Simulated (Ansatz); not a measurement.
# SiMoPt in the AlB2 type: lattice stability ahead of a resistivity run

Question: is the lattice of SiMoPt in the AlB2 type stable, and if so, what are its coupling constant and resistivity?

Main program and level: Ansatz 0.2.0; DFT PBEsol, scalar-relativistic, plane waves, PAW.

Most raw output is cut from this account.

The structure was built from a prototype and need not be the compound's stable phase.

**1. The structure**

Symmetry: P-6m2, No. 187, hexagonal system. Conventional cell: a = 3.820 Å, b = 3.820 Å, c = 4.011 Å, α = 90.00°, β = 90.00°, γ = 120.00°. Mo has 6 Si at 2.98 Å and 6 Pt at 2.98 Å nearest. Si has 3 Pt at 2.21 Å and 6 Mo at 2.98 Å nearest. Nearest to Pt lie 3 Si at 2.21 Å and 6 Mo at 2.98 Å. Farther neighbours are not listed.

Coordinates:

```cif
data_structure
_symmetry_space_group_name_H-M 'P 1'
_symmetry_Int_Tables_number 1
_cell_length_a 3.8200
_cell_length_b 3.8200
_cell_length_c 4.0110
_cell_angle_alpha 90.000
_cell_angle_beta 90.000
_cell_angle_gamma 120.000
_cell_volume 50.69
loop_
_atom_site_label
_atom_site_type_symbol
_atom_site_fract_x
_atom_site_fract_y
_atom_site_fract_z
_atom_site_occupancy
Mo1 Mo 0.00000 0.00000 0.00000 1
Si2 Si 0.33333 0.66667 0.50000 1
Pt3 Pt 0.66667 0.33333 0.50000 1
```

**2. Relaxation**

Lattice constant and positions set the bands and the force constants, so the cell is relaxed first.

The input, input.yaml:

```yaml
crystal:
  lattice:
    - [3.81996, 0.0, 0.0]
    - [-1.90998, 3.30818, 0.0]
    - [0.0, 0.0, 4.01096]
  atoms:
    - { symbol: Mo, position: [0.0, 0.0, 0.0] }
    - { symbol: Si, position: [0.33333333, 0.66666667, 0.5] }
    - { symbol: Pt, position: [0.66666667, 0.33333333, 0.5] }
kpoints:
  mp_grid: { grid: [9, 9, 8] }
hamiltonian:
  xc: pbesol
scf:
  occupations: { method: gaussian, width: 0.1 }
output:
  forces: true
  stress: true
  eigenvalues: true
relax:
  adjacent_minimum: "off"
  f_tol: 0.005
  max_steps: 80
  cell: { stress_tol: 0.05 }
```

Run with:

```console
ansatz run input.yaml --threads 4 --pin off --max-ram 10240MiB --backend cpu --events-out ev --progress --plain --runs-dir out
```

Elapsed: 18 s, on 4 threads of Arm Neoverse V2, shared host; peak memory 0.45 GiB; 67 s of CPU time.

Relaxation path:

```tsv
step	energy less that of the first step (eV)	largest force component (eV/Å)	pressure (GPa)	volume (Å³)
1	0.0000	0.0000	-7.64	50.69
2	-0.3422	0.0000	-3.04	48.47
3	-0.6042	0.0000	-1.76	47.17
4	-0.7928	0.0000	0.23	45.82
5	-0.9546	0.0000	-0.97	45.01
6	-1.0862	0.0000	3.22	43.41
7	-1.2331	0.0000	-0.23	43.16
8	-1.2345	0.0000	-0.05	43.06
9	-1.2346	0.0000	0.00	43.05
10*	-1.2382	0.0000	0.16	43.05
11	-1.2382	0.0000	0.01	43.07
12*	-1.2382	0.0000	0.01	43.07
```

Relaxation steps marked * repeat the geometry before them on a plane-wave basis chosen anew for their cell, so energy and pressure can jump there.

Forces are held to the 12 operations that the run works with; a distortion that breaks them can't arise in this run.

```tsv
cell as run	before	after	change
a (Å)	3.820	4.201	+10.0 %
b (Å)	3.820	4.201	+10.0 %
c (Å)	4.011	2.818	-29.7 %
volume (Å³/atom)	16.90	14.36	-15.0 %
```

The relaxed structure:

```xyz
3
Lattice="4.2007 0.0000 0.0000 -2.1003 3.6379 0.0000 0.0000 0.0000 2.8183" Properties=species:S:1:pos:R:3 pbc="T T T"
Mo    0.0000    0.0000    0.0000
Si    0.0000    2.4253    1.4091
Pt    2.1003    1.2126    1.4091
```

Numbers from this step:

* pressure: 0.01279 GPa
* volume per atom: 14.36 Å³
* metallic on mesh: yes
* gap on the k-mesh: 0 eV

The largest force is now zero by symmetry and the largest stress component 0.021 GPa.

**3. Relaxation**

The relaxation is repeated from the new cell as a check.

input.yaml, the sections that differ from step 2:

```yaml
crystal:
  lattice:
    - [4.2006694717, 0.0, 0.0]
    - [-2.1003347359, 3.6378864754, 0.0]
    - [0.0, 0.0, 2.8182566417]
  atoms:
    - { symbol: Mo, position: [0.0, 0.0, 0.0] }
    - { symbol: Si, position: [0.3333333333, 0.6666666667, 0.5] }
    - { symbol: Pt, position: [0.6666666667, 0.3333333333, 0.5] }
kpoints:
  mp_grid: { grid: [9, 9, 10] }
# hamiltonian, scf, output, relax: as in step 2
```

Elapsed: 8.4 s, on 4 threads; peak memory 0.43 GiB; 31 s of CPU time.

Little changed from the start: no atom moved by 0.005 Å and no cell edge by 0.1 %.

This step gave:

| Quantity | Value |
| --- | --- |
| pressure | -1.37e-4 GPa |
| volume per atom | 14.35 Å³ |

The largest force is now zero by symmetry and the largest stress component 2.1e-4 GPa.

**4. Tight relaxation**

No force is left; the cell is relaxed once more with another smearing and tight thresholds.

input.yaml, the sections that differ from step 3:

```yaml
crystal:
  lattice:
    - [4.2020617375, 0.0, 0.0]
    - [-2.1010308688, 3.6390922129, 0.0]
    - [0.0, 0.0, 2.815816328]
  atoms:
    - { symbol: Mo, position: [0.0, 0.0, 0.0] }
    - { symbol: Si, position: [0.3333333333, 0.6666666667, 0.5] }
    - { symbol: Pt, position: [0.6666666667, 0.3333333333, 0.5] }
scf:
  occupations: { method: methfessel_paxton, width: 0.2 }
relax:
  adjacent_minimum: "off"
  f_tol: 0.001
  max_steps: 60
  cell: { stress_tol: 0.01 }
# kpoints, hamiltonian, output: as in step 3
```

Wall time 7.2 s (4 threads); peak memory 0.43 GiB.

Little changed from the start: no atom moved by 0.005 Å and no cell edge by 0.1 %.

Numbers from this step:

* pressure: 1.76e-5 GPa

The largest force is now zero by symmetry and the largest stress component 0.0022 GPa, small enough for phonons.

**5. Lattice stability: q 2×2×2, k 4×4×6**

Before any scattering is computed, the phonons show whether the structure is a minimum.

The input, input.yaml:

```yaml
crystal:
  lattice:
    - [4.2027234065, 0.0, 0.0]
    - [-2.1013617033, 3.6396652351, 0.0]
    - [0.0, 0.0, 2.8137598324]
  atoms:
    - { symbol: Mo, position: [0.0, 0.0, 0.0] }
    - { symbol: Si, position: [0.3333333333, 0.6666666667, 0.5] }
    - { symbol: Pt, position: [0.6666666667, 0.3333333333, 0.5] }
kpoints:
  mp_grid: { grid: [4, 4, 6] }
hamiltonian:
  xc: pbesol
scf:
  occupations: { method: methfessel_paxton, width: 0.2 }
output:
  eigenvalues: true
phonons:
  method: dfpt
  qmesh: [2, 2, 2]
  temperatures: { t_max: 1000, t_step: 50 }
  qpath:
    path:
      - [[0.0, 0.0, 0.0], [0.5, 0.0, 0.0], [0.33333333, 0.33333333, 0.0], [0.0, 0.0, 0.0], [0.0, 0.0, 0.5], [0.5, 0.0, 0.5], [0.33333333, 0.33333333, 0.5], [0.0, 0.0, 0.5]]
      - [[0.5, 0.0, 0.5], [0.5, 0.0, 0.0]]
      - [[0.33333333, 0.33333333, 0.5], [0.33333333, 0.33333333, 0.0]]
    npoints: 10
```

Elapsed: 20 s, on 4 threads; peak memory 0.5 GiB; 74 s of CPU time.

Numbers from this step:

- share of imaginary modes in the plain interpolation between solved wavevectors: 0.0102
- highest frequency, solved or plainly interpolated: 359.9 cm⁻¹

Solved on the 2×2×2 mesh alone; all other wavevectors are interpolated. The phonon branches at the labelled points (cm⁻¹):

```tsv
point	branch 1	branch 2	branch 3	branch 4	branch 5	branch 6	branch 7	branch 8	branch 9
Γ	0	0	0	109	157	188	188	359	359
halfway	30	53	100	107	148	168	170	352	357
M	3	74	103	117	130	157	169	346	354
halfway	38	85	92	115	125	141	183	344	354
K	67	68	104	111	114	132	191	343	354
halfway	38	61	103	106	146	161	171	349	357
Γ	0	0	0	109	157	188	188	359	359
halfway	56	80	80	134	176	177	177	354	354
A	26	130	130	151	151	179	187	348	348
halfway	50	88	115	139	149	181	192	347	354
L	38	69	98	100	146	191	197	345	359
halfway	-33	67	93	119	158	183	191	345	359
H	-52	66	86	136	172	175	179	344	360
halfway	54	71	118	130	152	182	190	347	355
A	26	130	130	151	151	179	187	348	348
jump to L	38	69	98	100	146	191	197	345	359
halfway	49	65	96	104	154	161	188	345	356
M	3	74	103	117	130	157	169	346	354
jump to H	-52	66	86	136	172	175	179	344	360
halfway	-20	82	89	113	151	159	185	344	357
K	67	68	104	111	114	132	191	343	354
```

Lowest modes at the softest wavevector of the mesh. Modes at q = (0.500, 0.500, 0.000), with each element's share of the kinetic energy:

```tsv
mode	frequency (cm⁻¹)	Mo %	Si %	Pt %
1	3.4	32	3	65
2	73.6	31	15	54
3	103.0	24	5	70
4	116.6	2	84	13
5	130.5	67	1	33
6	157.4	66	9	25
```

Displacements in mode 1 (3.4 cm⁻¹), the largest set to 1, in the home cell:
```
Mo1 -0.57 -0.99  0.00
Si2  0.33  0.57  0.00
Pt3 -0.58 -1.00  0.00
```

Displacements in mode 3 (103.0 cm⁻¹), the largest set to 1, in the home cell:
```
Mo1  0.84 -0.48  0.00
Si2 -0.74  0.42  0.00
Pt3 -1.00  0.58  0.00
```

The modes has structure finer than the step of the table below, so its rows give means over 10 cm⁻¹, whole bins alone (the curve runs from -62.2 to 381 cm⁻¹). Peaks (cm⁻¹: height): Mo 49.2: 0.0112, 155.0: 0.0566, 185.7: 0.0485; Pt 49.2: 0.0325, 74.2: 0.0289, 96.5: 0.0349, 182.9: 0.0178, 355.6: 0.0105; Si 107.7: 0.0361, 355.6: 0.111.

Phonopy on the run's constants, 15x15x21 mesh, Gaussian sigma 3.2 cm⁻¹. Table of modes by wavenumber; means over each step; values in 1/cm⁻¹/cell:

```tsv
wavenumber (cm⁻¹)	Mo	Pt	Si
-50	4.3e-4	6.9e-4	2.7e-5
-40	9.1e-4	0.00147	5.9e-5
-30	9.7e-4	0.00161	6.7e-5
-20	6.5e-4	0.00105	4.2e-5
-10	3.8e-4	6.0e-4	2.3e-5
0	2.9e-4	5.4e-4	3.1e-5
10	6.6e-4	0.00119	7.1e-5
20	0.00214	0.00407	2.7e-4
30	0.00476	0.0101	7.7e-4
40	0.00842	0.0203	0.00151
50	0.00971	0.0284	0.00186
60	0.00526	0.0158	0.00113
70	0.00799	0.0257	0.00194
80	0.00693	0.0220	0.00258
90	0.00636	0.0224	0.00851
100	0.00714	0.0310	0.0190
110	0.00549	0.0221	0.0325
120	0.00377	0.0132	0.0141
130	0.00726	0.00551	0.00703
140	0.0150	0.00382	0.00549
150	0.0412	0.00699	0.00505
160	0.0447	0.00961	0.00367
170	0.0363	0.0115	0.00357
180	0.0437	0.0161	0.00355
190	0.0330	0.0114	0.00193
200	0.00344	8.9e-4	1.5e-4
210	7.4e-6	5.0e-7	0
220	0	0	0
230	0	0	0
240	0	0	0
250	0	0	0
260	0	0	0
270	0	0	0
280	0	0	0
290	0	0	0
300	0	0	0
310	0	0	0
320	0	0	0
330	4.3e-6	1.7e-6	1.6e-4
340	7.5e-4	7.3e-4	0.0328
350	0.00153	0.00562	0.0935
360	8.1e-4	0.00550	0.0575
370	1.5e-5	1.0e-4	0.00103
```

No LO-TO term; unit eigenvectors of the mass-weighted matrix. Modes at Γ, with each element's share of the kinetic energy:

```tsv
mode	frequency (cm⁻¹)	symmetry	Mo %	Si %	Pt %
1	0.0	unnamed	30	9	61
2	0.0	unnamed	30	9	61
3	0.0	unnamed	30	9	61
4	109.2	A2''	3	76	21
5	156.6	A2''	67	16	18
6	188.5	E'	68	0	31
7	188.5	E'	68	0	31
8	359.1	E'	2	91	8
9	359.1	E'	2	91	8
```

Displacements in mode 4 (109.2 cm⁻¹), the largest set to 1:
```
Mo1  0.00  0.00  0.11
Si2  0.00  0.00  1.00
Pt3  0.00  0.00 -0.20
```

Displacements in mode 9 (359.1 cm⁻¹), the largest set to 1:
```
Mo1  0.00 -0.07  0.00
Si2  0.00  1.00  0.00
Pt3  0.00 -0.11  0.00
```

Among the solved wavevectors the lowest mode, translations apart, is 3.4 cm⁻¹, so these are real on this k mesh.

**6. Electron–phonon run: q 2×2×2, k 4×4×6, scattering 8×8×8**

A first run on coarse meshes.

input.yaml: that of step 5 with these lines changed.

```diff
@@ -27 +27,6 @@
     npoints: 10
+  electrical_resistivity:
+    mesh: [8, 8, 8]
+    temperatures: [20.0, 50.0, 77.0, 100.0, 150.0, 200.0, 300.0, 400.0, 600.0, 800.0]
+  superconductivity: { mesh: [8, 8, 8], eliashberg_equations: false }
+  electron_occupations: "off"
```

Elapsed: 25 s, on 4 threads; peak memory 0.49 GiB.

The run ended with an error.

The program's message: “electrical resistivity: the mode of lowest frequency at the wavevector [0.2500, 0.3750, -0.5000] is imaginary, -47.97 cm⁻¹ (written negative): every mode at the wavevectors of the force constants' own …”

The run stops because a mode is imaginary on the scattering mesh, where no scattering rate is defined; denser k meshes, other smearings and, between solved wavevectors, finer q meshes show whether the instability is real.

**7. Resistivity: q 3×3×2, k 6×6×8, scattering 12×12×12**

The next rung changes the q mesh, which sets the reach of the force constants and couplings; the k mesh of the density and its response; the scattering mesh, which samples the Fermi surface.

input.yaml, the sections that differ from step 6:

```yaml
kpoints:
  mp_grid: { grid: [6, 6, 8] }
phonons:
  method: dfpt
  qmesh: [3, 3, 2]
  temperatures: { t_max: 1000, t_step: 50 }
  qpath:
    path:
      - [[0.0, 0.0, 0.0], [0.5, 0.0, 0.0], [0.33333333, 0.33333333, 0.0], [0.0, 0.0, 0.0], [0.0, 0.0, 0.5], [0.5, 0.0, 0.5], [0.33333333, 0.33333333, 0.5], [0.0, 0.0, 0.5]]
      - [[0.5, 0.0, 0.5], [0.5, 0.0, 0.0]]
      - [[0.33333333, 0.33333333, 0.5], [0.33333333, 0.33333333, 0.0]]
    npoints: 10
  electrical_resistivity:
    mesh: [12, 12, 12]
    temperatures: [20.0, 50.0, 77.0, 100.0, 150.0, 200.0, 300.0, 400.0, 600.0, 800.0]
  superconductivity: { mesh: [12, 12, 12] }
# crystal, hamiltonian, scf, output: as in step 6
```

Wall time 90 s (4 threads); peak memory 0.61 GiB.

The run ended with an error.

The program's message: “electrical resistivity: the mode of lowest frequency at the wavevector [0.3333, 0.3333, -0.5000] is imaginary, -65.93 cm⁻¹ (written negative): the force constants describe an unstable lattice; relax t …”

The run stops because a mode is imaginary on the scattering mesh, where no scattering rate is defined; denser k meshes, other smearings and, between solved wavevectors, finer q meshes show whether the instability is real.

**8. Outcome**

| Item | Value |
| --- | --- |
| lowest mode solved in a later run, q 3×3×2, k 6×6×8, scattering 12×12×12 | 65.9i cm⁻¹ |
| phonon run of the rows without a label of their own | PBEsol, q 2×2×2, k 4×4×6 |
| softest mode on the q mesh | 3.4 cm⁻¹ at q = (0.5, 0.5, 0) |
| highest frequency, solved or plainly interpolated | 360 cm⁻¹ |

What this shows: No coupling constant or resistivity was obtained: the scattering run stopped at an imaginary mode. Spin–orbit coupling, left out here, matters for Pt. The phonon runs are not spin-polarised. The structure was built by hand as an ordered model, and its stability against other phases was not tested.

[Logs are printed without paths, hosts, clocks, repeated set-up lines and the standing remarks that a program may print on its own settings, such as how far it seeks lower states.]

[Hosts, paths, dates, database ids (printed as entryN), source tags and the programs' standing remarks are cut or masked in the printed files.]
